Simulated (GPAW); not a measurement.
**How KBr absorbs and reflects light**

Wanted: where KBr starts to absorb, how strongly, and its refractive index.

Calculated with GPAW 26.7.0; DFT, PBE, plane-wave PAW (GPAW data sets), scalar-relativistic, RPA, optical limit.

## (1) Set-up

The structure is cubic, space group Fm-3m (No. 225). The conventional cell has a = 6.600 Å, b = 6.600 Å, c = 6.600 Å, α = 90.00°, β = 90.00°, γ = 90.00°. Br has 6 K at 3.30 Å nearest. K has 6 Br at 3.30 Å nearest. Farther neighbours and most contacts between anions are not listed.

Coordinates:

```cif
data_structure
_symmetry_space_group_name_H-M 'Fm-3m'
_symmetry_Int_Tables_number 225
_cell_length_a 6.6000
_cell_length_b 6.6000
_cell_length_c 6.6000
_cell_angle_alpha 90.000
_cell_angle_beta 90.000
_cell_angle_gamma 90.000
_cell_volume 287.50
loop_
_atom_site_label
_atom_site_type_symbol
_atom_site_symmetry_multiplicity
_atom_site_Wyckoff_symbol
_atom_site_fract_x
_atom_site_fract_y
_atom_site_fract_z
_atom_site_occupancy
Br1 Br 4 b 0.50000 0.00000 0.00000 1
K1 K 4 a 0.00000 0.00000 0.00000 1
```

## (2) Bands for the response

The response needs many more empty bands than the density does.

This step: DFT, PBE, plane-wave PAW (GPAW data sets), scalar-relativistic, bands at fixed density (GPAW 26.7.0).

Contents of nscf.py:

```python
from ase.dft.bandgap import bandgap
from gpaw import GPAW, FermiDirac

calc = GPAW('gs.gpw').fixed_density(kpts={'size': (9, 9, 9), 'gamma': True}, nbands=67, convergence={'bands': 61},
                                    occupations=FermiDirac(0.001), txt='nscf.txt')
print('gap (eV)', bandgap(calc, output=None)[0])
print('direct gap (eV)', bandgap(calc, direct=True, output=None)[0])
print('top band over the Fermi level (eV)', min(calc.get_eigenvalues(kpt=k)[60] for k in range(len(calc.get_ibz_k_points()))) - calc.get_fermi_level())
calc.write('full.gpw', mode='all')
```

The run is started by

```bash
$ OMP_NUM_THREADS=1 python nscf.py
```

Numbers of over 12 decimals in the logs are rounded to 6 here.

Output:

```text
Diagonalizing LCAO Hamiltonian
Converting LCAO to pw mode
convergence criteria:
- Maximum integral of absolute [eigenst]ate change: 4e-08 eV^2 / valence electron
maximum number of iterations: 150

SCF iterations
|iter     |      energy | eigst |  dens |
|iter:   1||             | +4.05 |       |
|iter:   2||             | +2.78 |       |
|iter:   3||             | +1.54 |       |
|iter:   4||             | +0.17 |       |
|iter:   5||             | -0.74 |       |
|iter:   6||             | -1.60 |       |
|iter:   7||             | -2.28 |       |
|iter:   8||             | -3.10 |       |
|iter:   9||             | -3.79 |       |
|iter:  10||             | -4.62 |       |
|iter:  11||             | -5.15 |       |
|iter:  12||             | -5.66 |       |
|iter:  13||             | -6.13 |       |
|iter:  14||             | -6.55 |       |
|iter:  15||             | -6.95 |       |
|iter:  16||             | -7.23 |       |
|iter:  17||             | -7.49c|       |
SCF steps: 17
  __  _  _
 | _ |_)|_||  |
 |__||  | ||/\| - 26.7.0

Versions:
  Python: 3.12.14
  ASE:    3.29.0
  Numpy:  2.5.5
  Scipy:  1.18.1
  Libxc:  7.0.0

Input parameters:
  mode=PW(ecut=500.0),
  convergence={'bands': 61},
  gpts=array([25, 25, 25]),
  kpts=MonkhorstPack(size=(9, 9, 9), gamma=True),
  maxiter=150,
  nbands=67,
  occupations=Occupations(name='fermi-dirac', width=0.001, fixmagmom=False),
  parallel={},
  xc=XC(name='PBE')

--- standard output ---
gap (eV) 4.441543
direct gap (eV) 4.441543
top band over the Fermi level (eV) 37.913330
```

It took 1.9 min on 1 thread of Arm Neoverse V1, shared host; peak memory 0.23 GiB.

This step gave:

| Item | Value |
| --- | --- |
| gap on the k-mesh | 4.442 eV |
| direct gap on the mesh | 4.442 eV |

## (3) Dielectric function, RPA

Transitions between filled and empty bands, summed over the zone, give the optical response, so mesh, band count and broadening shape it.

The induced potential is part of this response.

This step: DFT, PBE, plane-wave PAW (GPAW data sets), scalar-relativistic, RPA, optical limit (GPAW 26.7.0).

Contents of df.py:

```python
from gpaw.response.df import DielectricFunction

df = DielectricFunction('full.gpw', frequencies={'type': 'nonlinear', 'domega0': 0.03, 'omega2': 8},
                        ecut=50,
                        eta=0.15,
                        nbands=61,
                        txt='df.txt')
for direction in ['x']:
    df.get_dielectric_function(xc='RPA', direction=direction, filename=f'df_{direction}.csv')
```

The run is started by

```bash
$ OMP_NUM_THREADS=1 python df.py
```

Output:

```text
Using integrator: PointIntegrator
NonLinearFrequencyDescriptor(from 0.000 to 73.623 eV, 511 points)
Nonperiodic BCs:  [False False False]
Using integrator: PointIntegrator
NonLinearFrequencyDescriptor(from 0.000 to 73.623 eV, 511 points)
Nonperiodic BCs:  [False False False]

Calculating chi0 body with:
    Ground state adapter containing:
    Number of spins: 1
    Number of kpoints: 729
    Number of irreducible kpoints: 35
    Number of completely occupied states: 8
    Number of partially occupied states: 8

    Linear response parametrization:
    q_c: [0.0, 0.0, 0.0]
    Number of frequency points: 511
    Planewave cutoff: 50.0
    Number of bands: 61
    Number of planewaves: 59
    Broadening (eta): 0.15

Integrating chi0 body.

Symmetries of q_c:
    Direct symmetries (Uq -> q): 48
    Indirect symmetries (TUq -> q): 0
In total 48 allowed symmetries.

35 groups of equivalent kpoints. 95.198903% reduction.

Integral kind: spectral function

Calculating chi0 optical extensions with:
    Ground state adapter containing:
    Number of spins: 1
    Number of kpoints: 729
    Number of irreducible kpoints: 35
    Number of completely occupied states: 8
    Number of partially occupied states: 8

    Linear response parametrization:
    Number of frequency points: 511
    Planewave cutoff: 50.0
    Number of bands: 61
    Number of planewaves: 59
    Broadening (eta): 0.15
Integrating chi0 head and wings.

Symmetries of q_c:
    Direct symmetries (Uq -> q): 48
    Indirect symmetries (TUq -> q): 0
In total 48 allowed symmetries.

35 groups of equivalent kpoints. 95.198903% reduction.

Integral kind: spectral function wings
```

Wall time 14 s (1 thread); peak memory 0.28 GiB.

Numbers from this step:

| Item | Value |
| --- | --- |
| electronic dielectric constant ε∞, mean over x, y and z (by symmetry where fewer were run) | 2.359 |
| main peak of Im epsilon, first axis | 6.952 eV |

Values under the direct gap are tails of Lorentzian lines. Table of Im ε, E ∥ x by photon energy; read off at these points:

| photon energy (eV) | Im ε, E ∥ x |
| --- | --- |
| 0.00 | 0 |
| 0.50 | 0.00272 |
| 1.00 | 0.00561 |
| 1.50 | 0.00889 |
| 2.00 | 0.0128 |
| 2.50 | 0.0180 |
| 3.00 | 0.0254 |
| 3.50 | 0.0376 |
| 4.00 | 0.0654 |
| 4.50 | 0.202 |
| 5.00 | 0.488 |
| 5.50 | 0.899 |
| 5.56 | 0.939 |
| 6.00 | 0.848 |
| 6.50 | 1.67 |
| 6.93 | 2.74 |
| 7.00 | 2.72 |
| 7.50 | 2.61 |
| 8.00 | 1.81 |
| 8.50 | 1.31 |
| 9.00 | 1.57 |
| 9.50 | 2.30 |
| 10.00 | 2.55 |
| 10.50 | 2.31 |
| 11.00 | 1.77 |
| 11.50 | 1.05 |
| 12.00 | 0.886 |
| 12.50 | 0.904 |
| 13.00 | 0.578 |
| 13.50 | 0.309 |

Table of Re ε, E ∥ x by photon energy:

| photon energy (eV) | Re ε, E ∥ x |
| --- | --- |
| 0.0 | 2.36 |
| 0.5 | 2.36 |
| 1.0 | 2.38 |
| 1.5 | 2.40 |
| 2.0 | 2.44 |
| 2.5 | 2.49 |
| 3.0 | 2.56 |
| 3.5 | 2.66 |
| 4.0 | 2.82 |
| 4.5 | 3.07 |
| 5.0 | 3.03 |
| 5.5 | 3.25 |
| 6.0 | 3.57 |
| 6.5 | 3.25 |
| 7.0 | 2.87 |
| 7.5 | 1.76 |
| 8.0 | 1.43 |
| 8.5 | 1.56 |
| 9.0 | 2.17 |
| 9.5 | 1.88 |
| 10.0 | 1.22 |
| 10.5 | 0.573 |
| 11.0 | -0.0896 |
| 11.5 | 0.230 |
| 12.0 | 0.546 |
| 12.5 | 0.498 |
| 13.0 | 0.487 |
| 13.5 | 0.643 |

Reflectivity at normal incidence, E ∥ x against photon energy; read off at these points:

photon energy (eV), reflectivity at normal incidence, E ∥ x (%) and a bar:
```
     0.00        4.5 ####
     0.50        4.5 ####
     1.00        4.5 ####
     1.50        4.6 ####
     2.00        4.8 #####
     2.50        5.0 #####
     3.00        5.3 #####
     3.50        5.8 ######
     4.00        6.4 #######
     4.50        7.5 #########
     5.00        7.6 #########
     5.50        9.2 ############
     6.00       10.2 #############
     6.50       11.2 ###############
     6.93       15.0 #####################
     7.00       14.6 ####################
     7.50       13.9 ###################
     8.00        9.5 ############
     8.50        6.2 #######
     9.00        8.3 ##########
     9.50       12.1 ################
    10.00       14.8 #####################
    10.50       16.4 #######################
    11.00       20.5 ##############################
    11.50       12.5 #################
    12.00        6.8 ########
    12.50        7.5 #########
    13.00        5.4 ######
    13.50        2.0
```

Refractive index n and extinction k against photon energy:

| photon energy (eV) | n | k |
| --- | --- | --- |
| 0.0 | 1.54 | 0 |
| 0.5 | 1.54 | 8.8e-4 |
| 1.0 | 1.54 | 0.00182 |
| 1.5 | 1.55 | 0.00287 |
| 2.0 | 1.56 | 0.00411 |
| 2.5 | 1.58 | 0.00571 |
| 3.0 | 1.60 | 0.00794 |
| 3.5 | 1.63 | 0.0115 |
| 4.0 | 1.68 | 0.0195 |
| 4.5 | 1.75 | 0.0576 |
| 5.0 | 1.75 | 0.140 |
| 5.5 | 1.82 | 0.247 |
| 6.0 | 1.90 | 0.223 |
| 6.5 | 1.86 | 0.448 |
| 7.0 | 1.85 | 0.737 |
| 7.5 | 1.57 | 0.833 |
| 8.0 | 1.37 | 0.662 |
| 8.5 | 1.34 | 0.487 |
| 9.0 | 1.56 | 0.503 |
| 9.5 | 1.56 | 0.740 |
| 10.0 | 1.42 | 0.897 |
| 10.5 | 1.22 | 0.951 |
| 11.0 | 0.915 | 0.964 |
| 11.5 | 0.809 | 0.651 |
| 12.0 | 0.891 | 0.497 |
| 12.5 | 0.875 | 0.517 |
| 13.0 | 0.788 | 0.366 |
| 13.5 | 0.824 | 0.188 |

Values under the direct gap are tails of Lorentzian lines. The Im ε, E ∥ x by photon energy; read off at these points:

| photon energy (eV) | without local fields | with local fields |
| --- | --- | --- |
| 0.00 | 0 | 0 |
| 0.50 | 0.00387 | 0.00272 |
| 1.00 | 0.00799 | 0.00561 |
| 1.50 | 0.0126 | 0.00889 |
| 2.00 | 0.0182 | 0.0128 |
| 2.50 | 0.0255 | 0.0180 |
| 3.00 | 0.0357 | 0.0254 |
| 3.50 | 0.0521 | 0.0376 |
| 4.00 | 0.0875 | 0.0654 |
| 4.50 | 0.249 | 0.202 |
| 5.00 | 0.586 | 0.488 |
| 5.50 | 1.14 | 0.899 |
| 6.00 | 1.24 | 0.848 |
| 6.50 | 2.69 | 1.67 |
| 6.87 | 4.36 | 2.60 |
| 6.93 | 4.35 | 2.74 |
| 7.00 | 4.18 | 2.72 |
| 7.50 | 3.56 | 2.61 |
| 8.00 | 2.59 | 1.81 |
| 8.50 | 2.23 | 1.31 |
| 9.00 | 3.73 | 1.57 |
| 9.35 | 4.13 | 2.06 |
| 9.50 | 3.77 | 2.30 |
| 10.00 | 3.01 | 2.55 |
| 10.50 | 1.93 | 2.31 |
| 11.00 | 1.05 | 1.77 |
| 11.50 | 0.826 | 1.05 |
| 12.00 | 0.971 | 0.886 |
| 12.50 | 0.980 | 0.904 |
| 13.00 | 0.663 | 0.578 |
| 13.50 | 0.416 | 0.309 |

From ε follow the optical constants at some laser and lamp lines:

| wavelength (nm) | n | k | R (%) | 1/α |
| --- | --- | --- | --- | --- |
| 1550 | 1.54 | 0.001 | 4.5 | 86 µm |
| 1064 | 1.54 | 0.002 | 4.6 | 39 µm |
| 532 | 1.57 | 0.005 | 4.9 | 8.3 µm |
| 450 | 1.59 | 0.007 | 5.2 | 5.3 µm |
| 405 | 1.60 | 0.008 | 5.4 | 3.9 µm |
| 308 | 1.68 | 0.020 | 6.5 | 1.2 µm |
| 248 | 1.75 | 0.140 | 7.6 | 141 nm |

Below the direct gap, k and the depth come from the tails of the Lorentzian lines, not from transitions.

Rows near the edge hang on the gap, which this functional as a rule makes too small, and phonon-assisted absorption is left out.

## (4) Results

* electronic dielectric constant ε∞, mean over x, y and z (by symmetry where fewer were run) (RPA): 2.36
* main peak of Im epsilon, first axis: 6.95 eV

**Reading.** At this level (PBE, RPA) KBr has ε∞ = 2.36 and n = 1.54 at 1550 nm, and Im ε peaks at 7.0 eV. On the mesh the gap is 4.44 eV and the least direct gap 4.44 eV. Local fields change the static value along x from 2.83 to 2.36 (-17 %). Distinct maxima of Im ε, read by a parabola through the highest points, lie at 6.46 eV (1.7), 6.95 eV (2.8), 9.98 eV (2.6) and 10.43 eV (2.4). Excitons and phonon-assisted transitions are missing; PBE gaps are as a rule too small, which pulls the onset down and ε∞ up. The sum runs over mesh points, so small or evenly spaced maxima can still be ripples of the mesh.

[Machine, clock and banner lines and Python warnings are left out of the logs.]

[Logs are printed without paths, hosts, clocks, repeated set-up lines and the standing remarks that a program may print on its own settings, such as how far it seeks lower states.]

[Hosts, paths, dates, database ids (printed as entryN), source tags and the programs' standing remarks are cut or masked in the printed files.]
